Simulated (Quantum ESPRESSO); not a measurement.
# Collinear magnetic orders of VClO with Quantum ESPRESSO, part 2 of 2

Does VClO prefer parallel or opposed moments?

Quantum ESPRESSO 7.5; LDA with U = 3.2 eV on V d (ortho-atomic projectors); plane waves with GBRV 1.5 LDA potentials, no spin-orbit coupling.

So far, absolute magnetization (μB): step 2 (run 1, typed as ferro ++) 4.18.

## Step 3: Run 2 (antiferro +−)

Contents of pw.in:

```
&CONTROL
  calculation = 'scf'
  prefix = 'pwscf'
  outdir = './tmp'
  pseudo_dir = './pseudo'
  disk_io = 'nowf'
/
&SYSTEM
  ibrav = 0
  nat = 6
  ntyp = 4
  ecutwfc = 40
  ecutrho = 280
  nbnd = 36
  occupations = 'smearing'
  smearing = 'fd'
  degauss = 0.00367493
  nspin = 2
  starting_magnetization(1) = 0.1538
  starting_magnetization(2) = -0.1538
  starting_magnetization(3) = 0
  starting_magnetization(4) = 0
/
&ELECTRONS
  conv_thr = 1.2d-08
  electron_maxstep = 150
  mixing_beta = 0.3
/
ATOMIC_SPECIES
V1     50.9415 v_lda_v1.4.uspp.F.UPF
V2     50.9415 v_lda_v1.4.uspp.F.UPF
Cl     35.4500 cl_lda_v1.4.uspp.F.UPF
O      15.9990 o_lda_v1.2.uspp.F.UPF
CELL_PARAMETERS angstrom
   3.3000000000    0.0000000000    0.0000000000
   0.0000000000    3.7800000000    0.0000000000
   0.0000000000    0.0000000000    7.9100000000
ATOMIC_POSITIONS crystal
V1      0.0000000000    0.5000000000    0.1148000000
V2      0.5000000000    0.0000000000    0.8852000000
Cl      0.5000000000    0.5000000000    0.3279000000
Cl      0.0000000000    0.0000000000    0.6721000000
O       0.5000000000    0.5000000000    0.9542000000
O       0.0000000000    0.0000000000    0.0458000000
K_POINTS automatic
6 6 6 0 0 0
HUBBARD {ortho-atomic}
U V1-3d 3.2000
U V2-3d 3.2000
```

Command:

```sh
$ OMP_NUM_THREADS=1 mpirun -n 4 pw.x -nk 4 -in pw.in > pw.out
```

Log:

```text
[banner, memory and clock lines left out]
Program PWSCF v.7.5 starts

     Message from routine setup:
     using ibrav=0 with symmetry is DISCOURAGED, use correct ibrav instead

     bravais-lattice index     =            0
     lattice parameter (alat)  =       6.2361  a.u.
     unit-cell volume          =     665.8537 (a.u.)^3
     number of atoms/cell      =            6
     number of atomic types    =            4
     number of electrons       =        52.00
     number of Kohn-Sham states=           36
     kinetic-energy cutoff     =      40.0000  Ry
     charge density cutoff     =     280.0000  Ry
     scf convergence threshold =      1.2E-08
     mixing beta               =       0.3000
     number of iterations used =            8  plain     mixing
     Exchange-correlation= SLA  PZ   NOGX NOGC
                           (   1   1   0   0   0   0   0)
     Hubbard projectors: ortho-atomic
     Hubbard parameters of DFT+U (Dudarev formulation) in eV:
     U(V1-3d) =  3.2000
     U(V2-3d) =  3.2000

     Internal variables: lda_plus_u =T, lda_plus_u_kind = 0

     Internal variables: orbital_resolved =F, hub_pot_fix =F, apply_U = F

     celldm(1)=   6.236096  celldm(2)=   0.000000  celldm(3)=   0.000000
     celldm(4)=   0.000000  celldm(5)=   0.000000  celldm(6)=   0.000000

     crystal axes: (cart. coord. in units of alat)
               a(1) = (   1.000000   0.000000   0.000000 )
               a(2) = (   0.000000   1.145455   0.000000 )
               a(3) = (   0.000000   0.000000   2.396970 )

     reciprocal axes: (cart. coord. in units 2 pi/alat)
               b(1) = (  1.000000  0.000000  0.000000 )
               b(2) = (  0.000000  0.873016  0.000000 )
               b(3) = (  0.000000  0.000000  0.417193 )

     PseudoPot. # 1 for V  read from file:
     v_lda_v1.4.uspp.F.UPF
     Pseudo is Ultrasoft + core correction, Zval = 13.0

     PseudoPot. # 2 for V  read from file:
     v_lda_v1.4.uspp.F.UPF
     Pseudo is Ultrasoft + core correction, Zval = 13.0

     PseudoPot. # 3 for Cl read from file:
     cl_lda_v1.4.uspp.F.UPF
     Pseudo is Ultrasoft + core correction, Zval =  7.0

     PseudoPot. # 4 for O  read from file:
     o_lda_v1.2.uspp.F.UPF
     Pseudo is Ultrasoft + core correction, Zval =  6.0

     atomic species   valence    mass     pseudopotential
     V1               13.00    50.94150     V ( 1.00)
     V2               13.00    50.94150     V ( 1.00)
     Cl                7.00    35.45000     Cl( 1.00)
     O                 6.00    15.99900     O ( 1.00)

     Starting magnetic structure
     atomic species   magnetization
     V1              0.154
     V2             -0.154
     Cl              0.000
     O               0.000

      4 Sym. Ops. (no inversion) found

   Cartesian axes

     site n.     atom                  positions (alat units)
         1        V1     tau(   1) = (   0.0000000   0.5727273   0.2751721  )
         2        V2     tau(   2) = (   0.5000000   0.0000000   2.1217976  )
         3        Cl     tau(   3) = (   0.5000000   0.5727273   0.7859664  )
         4        Cl     tau(   4) = (   0.0000000   0.0000000   1.6110033  )
         5        O      tau(   5) = (   0.5000000   0.5727273   2.2871885  )
         6        O      tau(   6) = (   0.0000000   0.0000000   0.1097812  )

     number of k points=    64  Fermi-Dirac smearing, width (Ry)=  0.0037
                       cart. coord. in units 2pi/alat
        k(    1) = (   0.0000000   0.0000000   0.0000000), wk =   0.0046296
        k(    2) = (   0.0000000   0.0000000   0.0695322), wk =   0.0092593
        k(    3) = (   0.0000000   0.0000000   0.1390645), wk =   0.0092593
        k(    4) = (   0.0000000   0.0000000  -0.2085967), wk =   0.0046296
        k(    5) = (   0.0000000   0.1455026   0.0000000), wk =   0.0092593
        [... 59 further k-points ...]

     Dense  grid:    52689 G-vectors     FFT dimensions: (  36,  40,  80)

     Smooth grid:    22757 G-vectors     FFT dimensions: (  25,  30,  64)

     Check: negative core charge=   -0.000002
     Generating pointlists ...
     new r_m :   0.2459 (alat units)  1.5335 (a.u.) for type    1
     new r_m :   0.2459 (alat units)  1.5335 (a.u.) for type    2
     new r_m :   0.2948 (alat units)  1.8387 (a.u.) for type    3
     new r_m :   0.2459 (alat units)  1.5335 (a.u.) for type    4

     Initial potential from superposition of free atoms

     starting charge      51.9979, renormalised to      52.0000

     negative rho (up, down):  1.480E-02 1.480E-02

     STARTING HUBBARD OCCUPATIONS:

     =================== HUBBARD OCCUPATIONS ===================
     ------------------------ ATOM    1 ------------------------
     Tr[ns(  1)] (up, down, total) =   3.00000  0.00000  3.00000
     Atomic magnetic moment for atom   1 =   3.00000
     [... lines left out ...]
     ------------------------ ATOM    2 ------------------------
     Tr[ns(  2)] (up, down, total) =   0.00000  3.00000  3.00000
     Atomic magnetic moment for atom   2 =  -3.00000
     [... lines left out ...]
     Number of occupied Hubbard levels =    6.0000

     Atomic wfc used for Hubbard projectors are orthogonalized

     Starting wfcs are   36 randomized atomic wfcs

     Self-consistent Calculation

     iteration #  1     ecut=    40.00 Ry     beta= 0.30
     Davidson diagonalization with overlap
     ethr =  1.00E-02,  avg # of iterations =  5.0

     =================== HUBBARD OCCUPATIONS ===================
     ------------------------ ATOM    1 ------------------------
     Tr[ns(  1)] (up, down, total) =   2.60986  0.45820  3.06806
     Atomic magnetic moment for atom   1 =   2.15165
     [... lines left out ...]
     ------------------------ ATOM    2 ------------------------
     Tr[ns(  2)] (up, down, total) =   0.45821  2.60853  3.06674
     Atomic magnetic moment for atom   2 =  -2.15032
     [... lines left out ...]
     Number of occupied Hubbard levels =    6.1348

     negative rho (up, down):  1.500E-02 1.500E-02

     total energy              =    -421.16517226 Ry
     estimated scf accuracy    <       1.16401107 Ry

     total magnetization       =     0.00 Bohr mag/cell
     absolute magnetization    =     4.52 Bohr mag/cell

     iteration #  2     ecut=    40.00 Ry     beta= 0.30
     Davidson diagonalization with overlap
     ethr =  2.24E-03,  avg # of iterations =  2.0

     negative rho (up, down):  1.504E-02 1.504E-02

     total energy              =    -421.43523133 Ry
     estimated scf accuracy    <       0.11191338 Ry

     total magnetization       =    -0.00 Bohr mag/cell
     absolute magnetization    =     4.35 Bohr mag/cell

     [... further iterations left out ...]

     iteration # 14     ecut=    40.00 Ry     beta= 0.30
     Davidson diagonalization with overlap
     ethr =  8.90E-11,  avg # of iterations =  1.2

     negative rho (up, down):  1.524E-02 1.524E-02

     total energy              =    -421.48111938 Ry
     estimated scf accuracy    <       0.00000001 Ry

     total magnetization       =     0.00 Bohr mag/cell
     absolute magnetization    =     4.13 Bohr mag/cell

     iteration # 15     ecut=    40.00 Ry     beta= 0.30
     Davidson diagonalization with overlap
     ethr =  2.69E-11,  avg # of iterations =  2.0

     negative rho (up, down):  1.524E-02 1.524E-02

     Magnetic moment per site  (integrated on atomic sphere of radius R)
     atom   1 (R=0.246)  charge=  9.7180  magn=  1.5091
     atom   2 (R=0.246)  charge=  9.7180  magn= -1.5091
     atom   3 (R=0.295)  charge=  5.1342  magn= -0.0107
     atom   4 (R=0.295)  charge=  5.1342  magn=  0.0107
     atom   5 (R=0.246)  charge=  5.4626  magn=  0.0085
     atom   6 (R=0.246)  charge=  5.4626  magn= -0.0085

     End of self-consistent calculation

     =================== HUBBARD OCCUPATIONS ===================
     ------------------------ ATOM    1 ------------------------
     Tr[ns(  1)] (up, down, total) =   2.66199  0.68801  3.35000
     Atomic magnetic moment for atom   1 =   1.97397
     [... lines left out ...]
     ------------------------ ATOM    2 ------------------------
     Tr[ns(  2)] (up, down, total) =   0.68801  2.66199  3.35000
     Atomic magnetic moment for atom   2 =  -1.97397
     [... lines left out ...]
     Number of occupied Hubbard levels =    6.7000

     Number of k-points >= 100: set verbosity='high' to print the bands.

     the Fermi energy is     6.9436 ev

!    total energy              =    -421.48111938 Ry
     estimated scf accuracy    <          1.5E-09 Ry
     smearing contrib. (-TS)   =      -0.00000006 Ry
     internal energy E=F+TS    =    -421.48111933 Ry

     The total energy is F=E-TS. E is the sum of the following terms:
     one-electron contribution =    -379.72969340 Ry
     hartree contribution      =     207.60543072 Ry
     xc contribution           =     -72.05373721 Ry
     ewald contribution        =    -177.56304860 Ry
     Hubbard energy            =       0.25992916 Ry

     total magnetization       =     0.00 Bohr mag/cell
     absolute magnetization    =     4.13 Bohr mag/cell

     convergence has been achieved in  15 iterations
```

Run time: 54 s. Hardware: 4 MPI ranks of Intel Xeon Platinum 8488C (Sapphire Rapids), shared host; peak memory 0.86 GiB.

Spin moment in the atom's sphere by atom:

```
atom  spin moment in the atom's sphere (μB)
  V1                                   1.51
  V2                                  -1.51
 Cl3                                  -0.01
 Cl4                                   0.01
  O5                                   0.01
  O6                                  -0.01
```

This step gave:

| Item | Value |
| --- | --- |
| smearing term TS | 7.88e-7 eV |
| magnetization | 0 μB |
| absolute magnetization | 4.128 μB |
| final state | antiferromagnetic |

## Step 4: Ranking

An order is kept where moments of 0.15 μB or more survive with the typed signs; meshes match where a doubled cell samples the same k points as the first cell.

Orders:

```
       start        final state  typed order kept  energy over the lowest (meV a seeded atom)  largest site moment (μB)  net moment (μB a cell of the first run)  mesh matched  CPU time (s)
    ferro ++      ferromagnetic               yes                                           0                     1.535                                        4           yes         209.1
antiferro +-  antiferromagnetic               yes                                       19.33                     1.509                                        0           yes         215.6
```

## Step 5: Occupations of the corrected shells in the lowest state

Occupations of the Hubbard shells:

```
block  type  shell  spin  electrons             occupation numbers
    1     V     3d    up      2.681  0.146 0.272 0.285 0.988 0.990
    1     V     3d  down      0.673  0.069 0.077 0.105 0.207 0.215
    2     V     3d    up      2.681  0.146 0.272 0.285 0.988 0.990
    2     V     3d  down      0.673  0.069 0.077 0.105 0.207 0.215
```

## Step 6: Summary of results

```yaml
lowest_state_found: ferromagnetic (from ferro ++)
largest_site_moment: 1.53 μB
next_state_with_moments: antiferromagnetic, 19.3 meV a seeded atom higher
```

What this shows: Only these 2 starts were compared; other wavevectors, canted and longer-period orders were not.

[Logs and program files are shortened in this print: banners, set-up blocks, solver, clock and traceback lines can be left out without a mark of their own.]

[Logs are printed without paths, hosts, clocks, repeated set-up lines and the standing remarks that a program may print on its own settings, such as how far it seeks lower states.]

[Hosts, paths, dates, database ids (printed as entryN), source tags and the programs' standing remarks are cut or masked in the printed files.]

[Where a cell is said to come from a database of computed structures, the database is the Materials Project.]
